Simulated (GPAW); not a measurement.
**Screening of a field by 1T-SiSTe monolayer**

Wanted: the out-of-plane polarisability of 1T-SiSTe monolayer.

Program: GPAW 26.7.0. Level of theory: GPAW, PAW setups; layer in a repeated cell with vacuum, relaxation of atoms and in-plane cell, in the first sound run; inputs show where later runs differ. Results are calculated unless marked as measured.

This is a report of a sequence of runs, with most program output left out.

## Step 1: Starting point

The cell holds 3 atoms: 1 Te, 1 Si and 1 S. Its edges and angles: a = 3.361 Å, b = 3.361 Å, c = 16.305 Å, α = 90.0°, β = 90.0°, γ = 120.0°. Vacuum lies along c.

## Step 2: Relaxing the atoms

Forces are removed first; all later runs use this geometry.

The input, run.py:

```python
import json
import numpy as np
from ase import Atoms
from ase.filters import FrechetCellFilter
from ase.optimize import BFGS
from gpaw import GPAW, PW

slab = Atoms(
    ['Te', 'Si', 'S'],
    positions=[
        [1.68065, 0.97032, 7.00000],
        [0.00000, 0.00000, 8.41035],
        [-0.00000, 1.94065, 9.30478]],
    cell=[[3.3613, 0.0, 0.0], [-1.68065, 2.91097, 0.0], [0.0, 0.0, 16.3048]],
    pbc=[True, True, True])

slab.calc = GPAW(mode=PW(600), xc='PBE', kpts={'size': (9, 9, 1), 'gamma': True},
                 occupations={'name': 'fermi-dirac', 'width': 0.05}, nbands='200%',
                 convergence={'density': 1e-05}, maxiter=200,
                 symmetry={'tolerance': 1e-3}, txt='slab.txt')
result = {}
# The in-plane cell is free; stress needs a cell that repeats along all three vectors
path = []
opt = BFGS(FrechetCellFilter(slab, mask=[1, 1, 0, 0, 0, 1]), maxstep=0.2)
opt.attach(lambda: path.append((slab.get_potential_energy(), slab.positions.tolist(), slab.get_forces().tolist())))
result['relaxed'] = bool(opt.run(fmax=0.02, steps=45))
result['path'] = path
result['cell'] = slab.cell.tolist()
print('in-plane lattice', slab.cell.cellpar().round(4)[[0, 1, 5]])
energy = slab.get_potential_energy()
fermi = slab.calc.get_fermi_level()
v = slab.calc.get_electrostatic_potential().mean((0, 1)) - fermi
n = slab.calc.get_pseudo_density().mean((0, 1))
L = slab.cell[2, 2]
z = np.arange(len(v)) * L / len(v)
low, high = slab.positions[:, 2].min(), slab.positions[:, 2].max()
below, above = np.interp([low - 4.8, high + 4.8], z, v)
slopes = [np.interp(x, z, np.gradient(v, z)) for x in (low - 4.8, high + 4.8)]
eps = np.array([[slab.calc.get_eigenvalues(k, s) for k in range(len(slab.calc.get_ibz_k_points()))]
                for s in range(slab.calc.get_number_of_spins())]) - fermi
top, bottom = eps[eps < 0].max(), eps[eps > 0].min()
dipole = slab.get_dipole_moment()[2]
print(f'energy {energy:.4f} eV, Fermi level {fermi:.4f} eV, dipole {dipole:.5f} e A')
print(f'potential 4.8 A off the faces, from the Fermi level: lower {below:.4f} eV, upper {above:.4f} eV')
print(f'slope of the potential there: lower {slopes[0]:.5f}, upper {slopes[1]:.5f} eV/A')
print(f'nearest levels on the mesh: {top:.4f} and {bottom:.4f} eV')
print('magnetic moment', round(slab.get_magnetic_moment(), 3))
result.update(energy=energy, fermi=fermi, dipole=dipole, below=below, above=above, slopes=slopes, edges=[top, bottom],
              z=z.tolist(), v=v.tolist(), n=n.tolist(), positions=slab.positions.tolist(),
              forces=slab.get_forces(apply_constraint=False).tolist(), moments=slab.get_magnetic_moments().tolist())
json.dump(result, open('result.json', 'w'))
```

Launch:

```console
OMP_NUM_THREADS=1 OPENBLAS_NUM_THREADS=1 python run.py
```

It took 2.7 min on 1 thread of AMD EPYC 7B13 (Zen 3), shared host; peak memory 0.29 GiB.

Numbers from this step:

```
dipole along the normal                    : -0.06269 e·Å
levels nearest the Fermi level on the mesh : -0.1597, 0.05642 eV from the Fermi level
```

The electrostatic potential energy of an electron (without an applied field's), less the Fermi level, planar mean by z:

```tsv
z (Å)	electrostatic potential energy of an electron (without an applied field's), less the Fermi level, planar mean (eV)
0	4.72
1	4.65
2	4.59
3	4.52
4	4.42
5	3.78
6	-5.23
7	-14.8
8	-7.36
9	-7.24
10	-7.65
11	4.38
12	4.96
13	4.93
14	4.86
15	4.80
16	4.73
```

The pseudo valence density, planar mean by z:

```tsv
z (Å)	pseudo valence density, planar mean (e/Å³)
0.00	0
0.51	0
0.85	0
1.36	5.1e-7
1.70	1.7e-6
2.21	9.3e-6
2.55	2.4e-5
3.06	1.0e-4
3.57	4.5e-4
3.91	0.00121
4.42	0.00521
4.76	0.0138
5.27	0.0567
5.60	0.133
6.11	0.300
6.62	0.103
6.96	0.270
7.47	0.336
7.81	0.277
8.32	0.201
8.66	0.268
9.17	0.427
9.51	0.385
10.02	0.340
10.53	0.140
10.87	0.0530
11.38	0.0108
11.72	0.00376
12.23	7.9e-4
12.57	2.8e-4
13.08	6.1e-5
13.59	1.4e-5
13.93	5.2e-6
14.44	8.3e-7
14.78	0
15.29	0
15.63	0
16.14	0
```

The relaxation lowered the energy of the cell by 2.52 eV (energies extrapolated to zero smearing; the optimiser's log prints free energies). The largest force left on a free atom is 0.0051 eV/Å.

## Step 3: The slab's potential

The work function is the vacuum plateau of the electrostatic potential less the Fermi level; a dipole layer lets the two faces have plateaus of their own.

This step: GPAW, PAW setups; slab in vacuum (GPAW 26.7.0).

The cell differs from the one that the last finished run ended in (c 16.305 → 16.999 Å).

run.py, as its differences from that of step 2:

```diff
@@ -3,4 +3,2 @@
 from ase import Atoms
-from ase.filters import FrechetCellFilter
-from ase.optimize import BFGS
 from gpaw import GPAW, PW
@@ -10,21 +8,14 @@
     positions=[
-        [1.68065, 0.97032, 7.00000],
-        [0.00000, 0.00000, 8.41035],
-        [-0.00000, 1.94065, 9.30478]],
-    cell=[[3.3613, 0.0, 0.0], [-1.68065, 2.91097, 0.0], [0.0, 0.0, 16.3048]],
-    pbc=[True, True, True])
+        [1.76611, 1.01966, 7.00000],
+        [0.00000, -0.00000, 8.74127],
+        [-0.00000, 2.03933, 9.99877]],
+    cell=[[3.53221, 0.0, 0.0], [-1.76611, 3.05899, 0.0], [0.0, 0.0, 16.9988]],
+    pbc=[True, True, False])
 
-slab.calc = GPAW(mode=PW(600), xc='PBE', kpts={'size': (9, 9, 1), 'gamma': True},
+slab.calc = GPAW(mode=PW(400), xc='PBE', kpts={'size': (9, 9, 1), 'gamma': True},
                  occupations={'name': 'fermi-dirac', 'width': 0.05}, nbands='200%',
                  convergence={'density': 1e-05}, maxiter=200,
+                 poissonsolver={'dipolelayer': 'xy'},
                  symmetry={'tolerance': 1e-3}, txt='slab.txt')
 result = {}
-# The in-plane cell is free; stress needs a cell that repeats along all three vectors
-path = []
-opt = BFGS(FrechetCellFilter(slab, mask=[1, 1, 0, 0, 0, 1]), maxstep=0.2)
-opt.attach(lambda: path.append((slab.get_potential_energy(), slab.positions.tolist(), slab.get_forces().tolist())))
-result['relaxed'] = bool(opt.run(fmax=0.02, steps=45))
-result['path'] = path
-result['cell'] = slab.cell.tolist()
-print('in-plane lattice', slab.cell.cellpar().round(4)[[0, 1, 5]])
 energy = slab.get_potential_energy()
```

It took 12 s on 1 thread; peak memory 0.18 GiB.

This step gave:

- dipole along the normal: -0.04240 e·Å
- levels nearest the Fermi level on the mesh: -0.1614, 0.05677 eV from the Fermi level
- upper work function: 5.080 eV
- lower work function: 4.375 eV

Electrostatic potential energy of an electron (without an applied field's), less the Fermi level, planar mean against z:

```tsv
z (Å)	electrostatic potential energy of an electron (without an applied field's), less the Fermi level, planar mean (eV)
0	4.73
1	4.37
2	4.37
3	4.37
4	4.36
5	4.14
6	0.408
7	-21.0
8	-4.06
9	-10.3
10	-15.7
11	3.16
12	5.00
13	5.08
14	5.08
15	5.08
16	5.08
```

Table of pseudo valence density, planar mean by z:

```tsv
z (Å)	pseudo valence density, planar mean (e/Å³)
0.00	6.8e-7
0.64	-6.4e-7
1.06	-5.7e-7
1.70	1.7e-6
2.34	4.5e-6
2.97	3.4e-5
3.40	1.1e-4
4.04	6.8e-4
4.67	0.00417
5.31	0.0255
5.74	0.0798
6.37	0.286
7.01	0.103
7.44	0.340
8.07	0.290
8.71	0.201
9.35	0.389
9.77	0.413
10.41	0.329
11.05	0.0857
11.47	0.0234
12.11	0.00316
12.75	4.4e-4
13.39	6.3e-5
13.81	1.7e-5
14.45	3.1e-6
15.09	0
15.72	6.5e-7
16.15	6.3e-7
16.79	-6.2e-7
```

The potential is flat to 1.8e-4 eV/Å where it is read, so the vacuum is wide enough.

## Step 4: In a field

A uniform field along the normal polarises the slab; the atoms stay fixed, so this is the electronic response alone.

run.py, as its differences from that of step 3:

```diff
@@ -4,2 +4,3 @@
 from gpaw import GPAW, PW
+from gpaw.external import ConstantElectricField
 
@@ -18,2 +19,3 @@
                  poissonsolver={'dipolelayer': 'xy'},
+                 external=ConstantElectricField(-0.2, [0, 0, 1]),
                  symmetry={'tolerance': 1e-3}, txt='slab.txt')
```

Elapsed: 30 s, on 1 thread; peak memory 0.23 GiB.

This step gave:

* dipole along the normal: -0.1058 e·Å
* levels nearest the Fermi level on the mesh: -0.1556, 0.05568 eV from the Fermi level
* potential below the slab, the applied field's own ramp left out: 3.805 eV from the Fermi level
* potential above the slab, the applied field's own ramp left out: 5.576 eV from the Fermi level

Table of electrostatic potential energy of an electron (without an applied field's), less the Fermi level, planar mean by z:

z (Å), electrostatic potential energy of an electron (without an applied field's), less the Fermi level, planar mean (eV) and a bar from the least value:
```
      0.0        4.7 #############################
      0.5        3.8 ############################
      1.0        3.8 ############################
      1.5        3.8 ############################
      2.0        3.8 ############################
      2.5        3.8 ############################
      3.0        3.8 ############################
      3.5        3.8 ############################
      4.0        3.8 ############################
      4.5        3.8 ############################
      5.0        3.6 ############################
      5.5        2.9 ###########################
      6.0       -0.1 ########################
      6.5       -9.8 #############
      7.0      -21.3 
      7.5      -10.5 ############
      8.0       -4.1 ###################
      8.5       -9.9 #############
      9.0      -10.2 ############
      9.5       -7.9 ###############
     10.0      -15.4 #######
     10.5       -3.0 ####################
     11.0        3.6 ############################
     11.5        5.1 ##############################
     12.0        5.5 ##############################
     12.5        5.6 ##############################
     13.0        5.6 ##############################
     13.5        5.6 ##############################
     14.0        5.6 ##############################
     14.5        5.6 ##############################
     15.0        5.6 ##############################
     15.5        5.6 ##############################
     16.0        5.6 ##############################
     16.5        5.6 ##############################
```

The dipole is now -0.106 e Å, against -0.042 in the run without a field.

## Step 5: Field on

run.py, as its differences from that of step 4:

```diff
@@ -19,3 +19,3 @@
                  poissonsolver={'dipolelayer': 'xy'},
-                 external=ConstantElectricField(-0.2, [0, 0, 1]),
+                 external=ConstantElectricField(-0.1, [0, 0, 1]),
                  symmetry={'tolerance': 1e-3}, txt='slab.txt')
```

It took 29 s on 1 thread; peak memory 0.23 GiB.

Numbers from this step:

```yaml
dipole_along_the_normal: -0.07397 e·Å
levels_nearest_the_fermi_level_on_the_mesh: -0.1585, 0.05622 eV from the Fermi level
potential_below_the_slab_the_applied_field_s_own_ramp_left_out: 4.089 eV from the Fermi level
potential_above_the_slab_the_applied_field_s_own_ramp_left_out: 5.328 eV from the Fermi level
```

Electrostatic potential energy of an electron (without an applied field's), less the Fermi level, planar mean against z:

```tsv
z (Å)	electrostatic potential energy of an electron (without an applied field's), less the Fermi level, planar mean (eV)
0.0	4.71
0.5	4.09
1.0	4.09
1.5	4.09
2.0	4.09
2.5	4.09
3.0	4.09
3.5	4.09
4.0	4.08
4.5	4.04
5.0	3.86
5.5	3.13
6.0	0.174
6.5	-9.66
7.0	-21.2
7.5	-10.4
8.0	-4.10
8.5	-9.91
9.0	-10.2
9.5	-7.95
10.0	-15.6
10.5	-3.19
11.0	3.37
11.5	4.91
12.0	5.24
12.5	5.31
13.0	5.32
13.5	5.33
14.0	5.33
14.5	5.33
15.0	5.33
15.5	5.33
16.0	5.33
16.5	5.33
```

The dipole is now -0.0740 e Å, against -0.042 in the run without a field.

## Step 6: Field on

run.py, as its differences from that of step 5:

```diff
@@ -19,3 +19,3 @@
                  poissonsolver={'dipolelayer': 'xy'},
-                 external=ConstantElectricField(-0.1, [0, 0, 1]),
+                 external=ConstantElectricField(-0.05, [0, 0, 1]),
                  symmetry={'tolerance': 1e-3}, txt='slab.txt')
```

Wall time 29 s (1 thread); peak memory 0.23 GiB.

## Step 7: Field on

run.py, as its differences from that of step 6:

```diff
@@ -19,3 +19,3 @@
                  poissonsolver={'dipolelayer': 'xy'},
-                 external=ConstantElectricField(-0.05, [0, 0, 1]),
+                 external=ConstantElectricField(0.05, [0, 0, 1]),
                  symmetry={'tolerance': 1e-3}, txt='slab.txt')
```

The job ended after 31 s (1 thread; peak memory 0.23 GiB).

## Step 8: In a field

run.py, as its differences from that of step 7:

```diff
@@ -19,3 +19,3 @@
                  poissonsolver={'dipolelayer': 'xy'},
-                 external=ConstantElectricField(0.05, [0, 0, 1]),
+                 external=ConstantElectricField(0.1, [0, 0, 1]),
                  symmetry={'tolerance': 1e-3}, txt='slab.txt')
```

It took 31 s on 1 thread; peak memory 0.23 GiB.

The electrostatic potential energy of an electron (without an applied field's), less the Fermi level, planar mean by z:

```tsv
z (Å)	electrostatic potential energy of an electron (without an applied field's), less the Fermi level, planar mean (eV)
0	4.75
1	4.66
2	4.66
3	4.66
4	4.65
5	4.42
6	0.643
7	-20.9
8	-4.01
9	-10.3
10	-15.9
11	2.94
12	4.75
13	4.83
14	4.83
15	4.83
16	4.83
```

The dipole is now -0.0103 e Å, against -0.042 in the run without a field.

## Step 9: In a field

run.py, as its differences from that of step 8:

```diff
@@ -19,3 +19,3 @@
                  poissonsolver={'dipolelayer': 'xy'},
-                 external=ConstantElectricField(0.1, [0, 0, 1]),
+                 external=ConstantElectricField(0.2, [0, 0, 1]),
                  symmetry={'tolerance': 1e-3}, txt='slab.txt')
```

Elapsed: 29 s, on 1 thread; peak memory 0.23 GiB.

The electrostatic potential energy of an electron (without an applied field's), less the Fermi level, planar mean by z:

```tsv
z (Å)	electrostatic potential energy of an electron (without an applied field's), less the Fermi level, planar mean (eV)
0	4.77
1	4.95
2	4.95
3	4.95
4	4.93
5	4.70
6	0.878
7	-20.7
8	-3.96
9	-10.4
10	-16.0
11	2.72
12	4.51
13	4.59
14	4.59
15	4.59
16	4.59
```

The dipole is now 0.0216 e Å, against -0.042 in the run without a field.

## Step 10: Field on

run.py, as its differences from that of step 9:

```diff
@@ -19,3 +19,3 @@
                  poissonsolver={'dipolelayer': 'xy'},
-                 external=ConstantElectricField(0.2, [0, 0, 1]),
+                 external=ConstantElectricField(0.3, [0, 0, 1]),
                  symmetry={'tolerance': 1e-3}, txt='slab.txt')
```

Run time: 32 s. Hardware: 1 thread; peak memory 0.23 GiB.

Table of electrostatic potential energy of an electron (without an applied field's), less the Fermi level, planar mean by z:

```tsv
z (Å)	electrostatic potential energy of an electron (without an applied field's), less the Fermi level, planar mean (eV)
0	4.79
1	5.24
2	5.24
3	5.24
4	5.22
5	4.98
6	1.11
7	-20.6
8	-3.92
9	-10.4
10	-16.1
11	2.50
12	4.27
13	4.34
14	4.35
15	4.35
16	4.35
```

The dipole is now 0.0535 e Å, against -0.042 in the run without a field.

## Step 11: The series

The members are put on one axis.

This step: induced dipole against applied field (GPAW 26.7.0).

The dipole along the normal by field:

```tsv
field (V/Å)	dipole along the normal (e·Å)
-0.200	-0.106
-0.100	-0.0740
-0.050	-0.0581
0.000	-0.0424
0.050	-0.0262
0.100	-0.0103
0.200	0.0216
0.300	0.0535
```

## Step 12: Summary of results

```yaml
work_function_upper_and_lower_face: 5.080 and 4.375 eV
dipole_along_the_normal: -0.0424 e Å
induced_dipole_per_field: 0.319 e Å per V/Å
out_of_plane_polarisability_per_area_alpha_eps_0_a: 5.33 Å
```

In words: The field induces 0.319 e Å per V/Å, a polarisable thickness α/(ε0 A) of 5.33 Å beside 3.00 Å between the outermost nuclei. A perfect conductor would give the distance between its two image planes; a dielectric of thickness t gives t(1 - 1/ε). The two faces differ by 0.71 eV, the step that the slab's dipole makes (e p/(ε0 A) gives 0.71 eV), so the dipole layer is needed. The induced dipole is linear in the field over this range. The starting lattice was a guess from atomic radii; the relaxation moved it by 5 %. The relaxation of atoms and cell ran in a fully periodic cell without the dipole layer, so the atoms of this polar layer felt a small spurious field. The layer's cell and atoms come from the relaxation; spin-orbit coupling and temperature are left out.

[Logs are printed without paths, hosts, clocks, repeated set-up lines and the standing remarks that a program may print on its own settings, such as how far it seeks lower states.]

[Hosts, paths, dates, database ids (printed as entryN), source tags and the programs' standing remarks are cut or masked in the printed files.]
